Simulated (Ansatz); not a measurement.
**How the geometry moves the gap of BiOBr (P4/nmm)**

How far does the choice of cell move the gap? The case is BiOBr (P4/nmm).

Main program and level: Ansatz 0.2.0; LDA, HSE06 and G0W0, plane waves, PAW.

The database entry behind the starting cell differs from later determinations by our own check (0.1 to 0.3 % short, probably kX units), so it need not match the best structure at ambient conditions.

## 1. Starting point

It takes space group P4/nmm (No. 129, tetragonal). Conventional cell: a = 3.916 Å, b = 3.916 Å, c = 8.077 Å, α = 90.00°, β = 90.00°, γ = 90.00°. Nearest to Bi lie 4 O at 2.32 Å and 4 Br at 3.18 Å. Nearest to Br lie 4 Bi at 3.18 Å. O has 4 Bi at 2.32 Å nearest. Farther neighbours and most contacts between anions are not listed.

The cell and positions come from the Crystallography Open Database and are kept as given unless a step says otherwise. Spin-orbit coupling is left out unless a step names it. The default PAW set here is soft_2. Its files were made with PBE.

## 2. LDA bands at the given cell

Levels along a band path, at the cheap level, show where the edges lie and whether the meshes to come will hold them.

This step: DFT, LDA, plane waves, PAW.

input.yaml reads:

```yaml
crystal:
  lattice:
    - [3.916, 0.0, 0.0]
    - [0.0, 3.916, 0.0]
    - [0.0, 0.0, 8.077]
  atoms:
    - { symbol: Bi, position: [0.0, 0.5, 0.154] }
    - { symbol: Bi, position: [0.5, 0.0, 0.846] }
    - { symbol: Br, position: [0.0, 0.5, 0.653] }
    - { symbol: Br, position: [0.5, 0.0, 0.347] }
    - { symbol: O, position: [0.0, 0.0, 0.0] }
    - { symbol: O, position: [0.5, 0.5, 0.0] }
kpoints:
  mp_grid: { grid: [6, 6, 4] }
  band_path:
    path:
      - [[0.0, 0.0, 0.0], [0.0, 0.5, 0.0], [0.5, 0.5, 0.0], [0.0, 0.0, 0.0], [0.0, 0.0, 0.5], [0.0, 0.5, 0.5], [0.5, 0.5, 0.5], [0.0, 0.0, 0.5]]
      - [[0.0, 0.5, 0.0], [0.0, 0.5, 0.5]]
      - [[0.5, 0.5, 0.0], [0.5, 0.5, 0.5]]
    npoints: 10
hamiltonian:
  xc: lda
scf:
  occupations: { method: fermi_dirac, width: 0.02 }
  n_extra_bands: 6
output:
  eigenvalues: true
  write_density: true
  write_potential: true
  elf: true
  volumetric_format: npy
```

Command:

```
$ ansatz run input.yaml --threads 4 --pin off --max-ram 18432MiB --backend cpu --events-out ev --progress --plain --runs-dir out
```

Numbers of over 12 decimals in the logs are rounded to 6 here.

Log:

```text
scf.n_extra_bands = 6 over 28 filled bands (N_el = 56.0): the run solves 34 bands
Engine: ansatz 0.2.0, aarch64-unknown-linux-gnu
Pseudopotentials: kind: paw
Pseudopotential: Bi, paw, valence charge 15, recommended cutoff 420 eV (normal), Bi.paw.azcp
Pseudopotential: Br, paw, valence charge 7, recommended cutoff 420 eV (normal), Br.paw.azcp
Pseudopotential: O, paw, valence charge 6, recommended cutoff 420 eV (normal), O.paw.azcp
Functional definition: SPW92
  exchange = slater_x
  correlation = pw_c
Crystal: 6 atoms, lattice volume = 123.861 Å³
Basis set: ecut = 420 eV, 2419 PW (Γ)
Bands: 34, of which v1, the nominal top of the filled ones, is band 28 counted from 1 (27 counted from 0)
Symmetry: 16 space group operations
Space group: P4/nmm (ITA 129), of the structure as read, at distance tolerance 5.0e-5 Å
k-points: 30 of 144
Non-local potential: Bi, projectors of the file, l = 0: 2, l = 1: 2, l = 2: 2, l = 3: 2
Non-local potential: Br, projectors of the file, l = 0: 2, l = 1: 2, l = 2: 2
Non-local potential: O, projectors of the file, l = 0: 2, l = 1: 2, l = 2: 1
PAW form: soft (Blöchl's): semilocal exchange-correlation on the pseudo side does not see the compensation charge
PAW frozen core: Bi, regenerated for the run's functional, and the local potential with it (the file was generated under x = pbe(κ = 0.804, μ = 0.219515), c = pbe(β = 0.066725))
PAW frozen core: Br, regenerated for the run's functional, and the local potential with it (the file was generated under x = pbe(κ = 0.804, μ = 0.219515), c = pbe(β = 0.066725))
PAW frozen core: O, regenerated for the run's functional, and the local potential with it (the file was generated under x = pbe(κ = 0.804, μ = 0.219515), c = pbe(β = 0.066725))
PAW one-centre angular grid: Bi, 590 points (default); XC on 64 Gauss nodes
PAW one-centre angular grid: Br, 110 points (default); XC on 64 Gauss nodes
PAW one-centre angular grid: O, 110 points (default); XC on 64 Gauss nodes
Initial density: superposition of atomic densities (neutral atoms: chi_scale 0, normalization atom), corrected by the library's trained network
Initial wavefunctions: pseudopotential atomic-orbital guess
Functional: x = slater, c = lda
SCF iter   1: F=—  HF=-30671.934024 eV  |F-HF|=—  |Δ(HF+E_count)|=         —  Δρ=1.13e-2  dr2=1.46e-1  ethr=1.77e-3  ⟨swp⟩=7.3  Hψ=4798  notcnv=0
preconditioner: auto → Resta (q_TF=auto, 2.390 Å⁻¹)  ε∞=3.4  [insulator: Δε(μ)=2.014 eV  Ē_g=16.276 eV  σ=0.020 eV  W_gap=1.00  n_scr=30 (ndim 8)  ℏωp=25.0 eV  f_vac=0.002  D(μ)=0.00/eV (n_scr^D=0)  ε∞_Penn≈3.4]
SCF iter   2: F=—  HF=-30671.905232 eV  |F-HF|=—  |Δ(HF+E_count)|=   2.88e-2  Δρ=4.30e-3  dr2=2.39e-2  ethr=2.61e-4  ⟨swp⟩=2.1  Hψ=1704  notcnv=0  defer=56
SCF iter   3: F=—  HF=-30671.899459 eV  |F-HF|=—  |Δ(HF+E_count)|=   5.77e-3  Δρ=8.92e-4  dr2=1.14e-3  ethr=4.27e-5  ⟨swp⟩=2.1  Hψ=1469  notcnv=0  defer=56
SCF iter   4: F=—  HF=-30671.899144 eV  |F-HF|=—  |Δ(HF+E_count)|=   3.15e-4  Δρ=9.63e-5  dr2=1.24e-5  ethr=2.04e-6  ⟨swp⟩=3.2  Hψ=1499  notcnv=0  defer=56
SCF iter   5: F=—  HF=-30671.899149 eV  |F-HF|=—  |Δ(HF+E_count)|=   4.68e-6  Δρ=2.52e-5  dr2=1.02e-6  ethr=2.22e-8  ⟨swp⟩=2.8  Hψ=1972  notcnv=0  defer=56
SCF iter   6: F=-30671.899149 eV  HF=-30671.899149 eV  |F-HF|=3.66e-8  |Δ(HF+E_count)|=   1.08e-7  Δρ=5.47e-6  dr2=6.10e-8  ethr=1.79e-10  ⟨swp⟩=8.7  Hψ=3868  notcnv=0
SCF 1 converged in 6 iterations: F = -30671.899149 eV  dr2 = 6.10e-8
[...]
NSCF: frozen V_eff on 93 k-points
SCF converged after 6 iterations
Free energy (F): -30671.899149 eV
Harris-Foulkes:  -30671.899149 eV  (|F-HF|=3.66e-8)
Internal energy: -30671.899149 eV  (E = F + TS)
E sigma→0 (E₀):  -30671.899149 eV
Fermi energy:    8.306086 eV
--- Per-component energies (eV) ---
  E_band       = -239.443231
  E_kinetic    = 1219.261571
  E_local      = -5452.991164  (includes V_loc(G=0)·N_el)
  E_nonlocal   = 1379.487990
  E_hartree    = 1989.993536
  E_xc         = -970.776990
  E_vxc        = -688.183928  (∫ρ·V_xc dr)
  E_paw        = -25321.045142  (= ΣΔE_a)
  E_vpaw       = -676.997411  (= ΣTr[D̂ρ^β])
  E_aug_tail   = 0.003955  (compensation charges beyond the density's cutoff)
  E_ewald      = -3516.430001
  E_core_change = 0.597096  (= ΣΔE_core)
  E_smearing   = -0.000000  (= −TS)
  E_closure    = -0.000000  (closes the sum)
  Σ components = -30671.899149   (vs F -30671.899149, Δ=0.00e0)
--- Band table (eV; the first three rows and the last of 30) ---
  k-point 0: bands = [... 24 lower, 6.2316, 6.5007, 6.5007, 6.5690, 9.5245, 10.4353, 12.1103, 12.1103, ... 2 higher]
  k-point 1: bands = [... 24 lower, 6.2004, 6.6892, 6.6892, 6.8462, 9.3956, 10.0655, 12.0210, 12.0210, ... 2 higher]
  k-point 2: bands = [... 24 lower, 6.3014, 6.8157, 6.8157, 7.1212, 9.3356, 9.6180, 11.9350, 11.9350, ... 2 higher]
  k-point 29: bands = [... 24 lower, 6.1462, 6.1462, 6.2266, 6.2266, 11.2201, 11.2201, 12.4926, 12.4926, ... 2 higher]
```

The job ended after 4.3 s (4 threads of Arm Neoverse V1, shared host; peak memory 0.5 GiB).

This step gave:

```yaml
filled_bands: 28
gap: 2.039 eV
valence_top_at: k = (0.000, 0.400, 0.500)
conduction_bottom_at: k = (0.000, 0.000, 0.400)
least_direct_gap: 2.214 eV
```

The gap is indirect, with the least direct gap 0.18 eV higher.

## 3. The relaxed cell

Cell and ions were relaxed with LDA; that run is not shown. It left this cell:

The structure is tetragonal, space group P4/nmm (No. 129). Conventional cell: a = 3.883 Å, b = 3.883 Å, c = 7.889 Å, α = 90.00°, β = 90.00°, γ = 90.00°. Bi has 4 O at 2.31 Å and 4 Br at 3.13 Å nearest. Nearest to Br lie 4 Bi at 3.13 Å. Nearest to O lie 4 Bi at 2.31 Å. Farther neighbours and most contacts between anions are not listed.

## 4. LDA at the relaxed cell

The cell differs from the one that the last finished run ended in (a 3.916 → 3.883 Å, b 3.916 → 3.883 Å, c 8.077 → 7.889 Å).

input.yaml, the sections that differ from step 2:

```yaml
crystal:
  lattice:
    - [3.8827292921, 0.0, 0.0]
    - [0.0, 3.8827292921, 0.0]
    - [0.0, 0.0, 7.8889171057]
  atoms:
    - { symbol: Bi, position: [0.0, 0.5, 0.1575351633] }
    - { symbol: Bi, position: [0.5, 0.0, 0.8424648367] }
    - { symbol: Br, position: [0.0, 0.5, 0.6517908139] }
    - { symbol: Br, position: [0.5, 0.0, 0.3482091861] }
    - { symbol: O, position: [0.0, 0.0, 0.0] }
    - { symbol: O, position: [0.5, 0.5, 0.0] }
output:
  eigenvalues: true
# kpoints, hamiltonian, scf: as in step 2
```

Log:

```text
[...]
Crystal: 6 atoms, lattice volume = 118.930 Å³
Basis set: ecut = 420 eV, 2347 PW (Γ)
Bands: 34, of which v1, the nominal top of the filled ones, is band 28 counted from 1 (27 counted from 0)
[... 1 set-up line as in the run before ...]
[...]
k-points: 30 of 144
[...]
--- Band table (eV; the first three rows and the last of 30) ---
  k-point 0: bands = [... 24 lower, 6.6848, 6.9926, 6.9926, 7.1416, 10.2959, 11.1874, 12.8845, 12.8845, ... 2 higher]
  k-point 1: bands = [... 24 lower, 6.8126, 7.1998, 7.1998, 7.4371, 10.1110, 10.7954, 12.7826, 12.7826, ... 2 higher]
  k-point 2: bands = [... 24 lower, 6.9485, 7.3428, 7.3428, 7.7367, 9.9798, 10.3344, 12.6845, 12.6845, ... 2 higher]
  k-point 29: bands = [... 24 lower, 6.6050, 6.6050, 6.8539, 6.8539, 12.0736, 12.0736, 13.2620, 13.2620, ... 2 higher]
[key lines of the parts left out:]
SCF converged after 6 iterations
Free energy (F): -30671.934197 eV
Fermi energy:    8.952173 eV
```

Run time: 4 s. Hardware: 4 threads; peak memory 0.46 GiB.

This step gave:

| Property | Result |
| --- | --- |
| gap | 2.028 eV |
| valence top at | k = (0.000, 0.400, 0.500) |
| conduction bottom at | Z |
| least direct gap | 2.243 eV |

The gap is indirect, with the least direct gap 0.22 eV higher.

## 5. HSE06 at the relaxed cell

HSE06 mixes in a quarter of exact exchange at short range. Exchange couples all pairs of k points, which makes a full band path dear, so levels are read on the mesh and at chosen points.

This step: DFT, HSE06, plane waves, PAW.

input.yaml, the sections that differ from step 4:

```yaml
kpoints:
  mp_grid: { grid: [4, 4, 2] }
  band_path:
    path:
      - [0.0, 0.0, 0.0]
      - [0.0, 0.5, 0.0]
      - [0.5, 0.5, 0.0]
      - [0.0, 0.0, 0.5]
      - [0.0, 0.5, 0.5]
      - [0.5, 0.5, 0.5]
      - [0.0, 0.4, 0.5]
      - [0.0, 0.0, 0.4]
    npoints: 1
hamiltonian:
  xc: hse06
scf:
  occupations: { method: fixed }
  n_extra_bands: 6
# crystal, output: as in step 4
```

Log:

```text
[...]
davidson cushion auto → on  (no smearing: the cushion is to keep the highest requested band from converging to the state above it; pin scf.eigensolver.cushion to override)
Crystal: 6 atoms, lattice volume = 118.930 Å³
Basis set: ecut = 420 eV, 2347 PW (Γ)
Bands: 34, of which v1, the nominal top of the filled ones, is band 28 counted from 1 (27 counted from 0)
[... 1 set-up line as in the run before ...]
[...]
k-points: 12 of 32
[...]
Fermi energy:    7.489868 eV
[...]
--- Band table (eV; the first three rows and the last of 12) ---
  k-point 0: bands = [... 24 lower, 6.1665, 6.5058, 6.5058, 6.8063, 11.0357, 11.9393, 13.7450, 13.7450, ... 2 higher]
  k-point 1: bands = [... 24 lower, 6.4198, 6.8549, 6.8549, 7.3506, 10.6606, 11.1738, 13.5428, 13.5428, ... 2 higher]
  k-point 2: bands = [... 24 lower, 6.6690, 7.0005, 7.0243, 7.3869, 12.6130, 12.9468, 13.0202, 13.3966, ... 2 higher]
  k-point 11: bands = [... 24 lower, 6.0721, 6.0721, 6.1323, 6.1323, 12.8151, 12.8151, 14.2185, 14.2185, ... 2 higher]
[key lines of the parts left out:]
Free energy (F): -31506.375323 eV
```

Wall time 42 s (4 threads); peak memory 1.7 GiB; 2.5 min of CPU time.

This step gave:

* gap: 3.008 eV
* valence top at: k = (0.000, 0.400, 0.500)
* conduction bottom at: Z
* least direct gap: 3.310 eV

The gap stands +0.98 eV against LDA.

## 6. G0W0 at the relaxed cell

Now the one-shot GW correction: screening in the RPA, then the self-energy of the levels asked for.

This step: G0W0 on LDA, plane waves, PAW.

input.yaml reads:

```yaml
crystal:
  lattice:
    - [3.8827292921, 0.0, 0.0]
    - [0.0, 3.8827292921, 0.0]
    - [0.0, 0.0, 7.8889171057]
  atoms:
    - { symbol: Bi, position: [0.0, 0.5, 0.1575351633] }
    - { symbol: Bi, position: [0.5, 0.0, 0.8424648367] }
    - { symbol: Br, position: [0.0, 0.5, 0.6517908139] }
    - { symbol: Br, position: [0.5, 0.0, 0.3482091861] }
    - { symbol: O, position: [0.0, 0.0, 0.0] }
    - { symbol: O, position: [0.5, 0.5, 0.0] }
kpoints:
  mp_grid: { grid: [4, 4, 2] }
hamiltonian:
  xc: lda
scf:
  occupations: { method: fixed }
gw:
  n_empty_bands: 496
  ecut_chi: 150
  qp_bands: [v2, c2]
  qp_kpoints: band_edges
  screening: { model: contour_deformation }
```

Log:

```text
[...]
Crystal: 6 atoms, lattice volume = 118.930 Å³
Basis set: ecut = 420 eV, 2347 PW (Γ)
Bands: 34, of which v1, the nominal top of the filled ones, is band 28 counted from 1 (27 counted from 0)
[... 1 set-up line as in the run before ...]
[...]
k-points: 12 of 32
[...]
1    30     10.3319    -9.6304    -3.9456   -14.2206  0.8119    10.9807    10.9765  root
[...]
10    27      7.0563   -20.1034     2.7199   -16.6586  0.7501     6.3211     6.3315  root
    10    28      7.0563   -20.1034     2.7199   -16.6586  0.7501     6.3211     6.3315  root
    10    29     11.2651   -10.4088    -3.7997   -14.7772  0.8033    11.8372    11.8339  root
    10    30     11.2651   -10.4088    -3.7997   -14.7772  0.8033    11.8372    11.8339  root
[key lines of the parts left out:]
SCF converged after 7 iterations
Free energy (F): -30671.924209 eV
Fermi energy:    7.826465 eV
```

Wall time 4.4 min (4 threads); peak memory 2 GiB; 17 min of CPU time.

This step gave:

- bands summed: 524
- RPA ε∞ on this mesh (eigenvalues): 5.773, 7.600, 7.600
- plane waves in the screening matrix: 483
- G0W0 gap on the mesh: 3.173 eV
- k of the valence top: 0, -0.5, -0.5
- k of the conduction bottom: 0, 0, -0.5
- starting gap on the mesh: 2.151 eV
- least direct G0W0 gap on the computed points: 3.457 eV

The gap on the mesh goes from 2.15 eV to 3.17 eV, a correction of +1.02 eV. Between the two edge states, bare exchange in place of the xc potential would open the gap by 6.95 eV, and correlation takes back 5.93 eV. The start differs from the 2.03 eV found before because this mesh misses an edge.

## 7. G0W0 at the given cell

input.yaml reads:

```yaml
crystal:
  lattice:
    - [3.916, 0.0, 0.0]
    - [0.0, 3.916, 0.0]
    - [0.0, 0.0, 8.077]
  atoms:
    - { symbol: Bi, position: [0.0, 0.5, 0.154] }
    - { symbol: Bi, position: [0.5, 0.0, 0.846] }
    - { symbol: Br, position: [0.0, 0.5, 0.653] }
    - { symbol: Br, position: [0.5, 0.0, 0.347] }
    - { symbol: O, position: [0.0, 0.0, 0.0] }
    - { symbol: O, position: [0.5, 0.5, 0.0] }
kpoints:
  mp_grid: { grid: [4, 4, 2] }
hamiltonian:
  xc: lda
scf:
  occupations: { method: fixed }
gw:
  n_empty_bands: 516
  ecut_chi: 150
  qp_bands: [v2, c2]
  qp_kpoints: band_edges
  screening: { model: contour_deformation }
```

Log:

```text
[...]
Crystal: 6 atoms, lattice volume = 123.861 Å³
Basis set: ecut = 420 eV, 2419 PW (Γ)
Bands: 34, of which v1, the nominal top of the filled ones, is band 28 counted from 1 (27 counted from 0)
[... 1 set-up line as in the run before ...]
[...]
k-points: 12 of 32
[...]
1    30      9.6153    -9.4705    -3.9006   -13.9999  0.8091    10.2484    10.2442  root
[...]
10    27      6.4978   -19.8763     2.7282   -16.4133  0.7436     5.7512     5.7630  root
    10    28      6.4978   -19.8763     2.7282   -16.4133  0.7436     5.7512     5.7630  root
    10    29     10.5245   -10.4290    -3.7544   -14.7464  0.7998    11.0909    11.0875  root
    10    30     10.5245   -10.4290    -3.7544   -14.7464  0.7998    11.0909    11.0875  root
[key lines of the parts left out:]
SCF converged after 7 iterations
Free energy (F): -30671.888215 eV
Fermi energy:    7.174507 eV
```

The job ended after 4.7 min (4 threads; peak memory 2.2 GiB).

This step gave:

```
bands summed                                 : 544
RPA ε∞ on this mesh (eigenvalues)            : 5.577, 7.545, 7.545
plane waves in the screening matrix          : 509
G0W0 gap on the mesh                         : 3.197 eV
k of the valence top                         : 0, -0.5, -0.5
k of the conduction bottom                   : 0, 0, -0.5
starting gap on the mesh                     : 2.159 eV
least direct G0W0 gap on the computed points : 3.428 eV
```

The gap on the mesh goes from 2.16 eV to 3.20 eV, a correction of +1.04 eV. Between the two edge states, bare exchange in place of the xc potential would open the gap by 7.02 eV, and correlation takes back 5.98 eV. The start differs from the 2.04 eV found before because this mesh misses an edge.

## 8. Together

G0W0 rows are gaps on the mesh, lowered by the amount that the mesh misses the start's edges, a rough step that assumes the same correction there.

```tsv
level	given cell (eV)	relaxed cell (eV)	change (eV)
LDA	2.04	2.03	−0.01
HSE06	-	3.01	-
G0W0@LDA	3.08	3.05	−0.03
```

## 9. What came out

| Quantity | Value |
| --- | --- |
| volume change | −4.0 % |
| LDA, given cell | 2.04 eV |
| LDA, relaxed cell | 2.03 eV |
| HSE06, relaxed cell | 3.01 eV |
| G0W0@LDA, relaxed cell | 3.05 eV |
| G0W0@LDA, given cell | 3.08 eV |
| known limits | not at the basis limit; no spin-orbit coupling; coarse k mesh |

In words: Relaxation changes the volume by −4.0 % and the gap by −0.01 eV (LDA) and −0.03 eV (G0W0@LDA). Bands and cutoff are finite, so the gap is not at the basis limit. The miss can reach some tenths of an eV and take either sign; the mesh is an error of its own. The 4×4×2 mesh is coarse for this cell (its supercell is 16 Å along the shortest edge). The RPA ε∞ on it, from the LDA start, is 5.58 and 7.55; such meshes misread the long-range screening, most where the gap is narrow. Where an edge is built on 6p states of lead, bismuth or thallium, scalar-relativistic gaps usually stand too wide, by a few tenths to over one eV. The many-body steps are scalar-relativistic: spin-orbit coupling is not in them.

[Paths, hosts, dates, memory and timing lines, banners, echoed tables and standing remarks are left out of the program output.]

[Logs are printed without paths, hosts, clocks, repeated set-up lines and the standing remarks that a program may print on its own settings, such as how far it seeks lower states.]

[Runs of the session that timed out or met a known fault of the program may be left out.]

[Cells called generated may have been cut or substituted from an entry of the Crystallography Open Database or the Materials Project.]

[Hosts, paths, dates, database ids (printed as entryN), source tags and the programs' standing remarks are cut or masked in the printed files.]
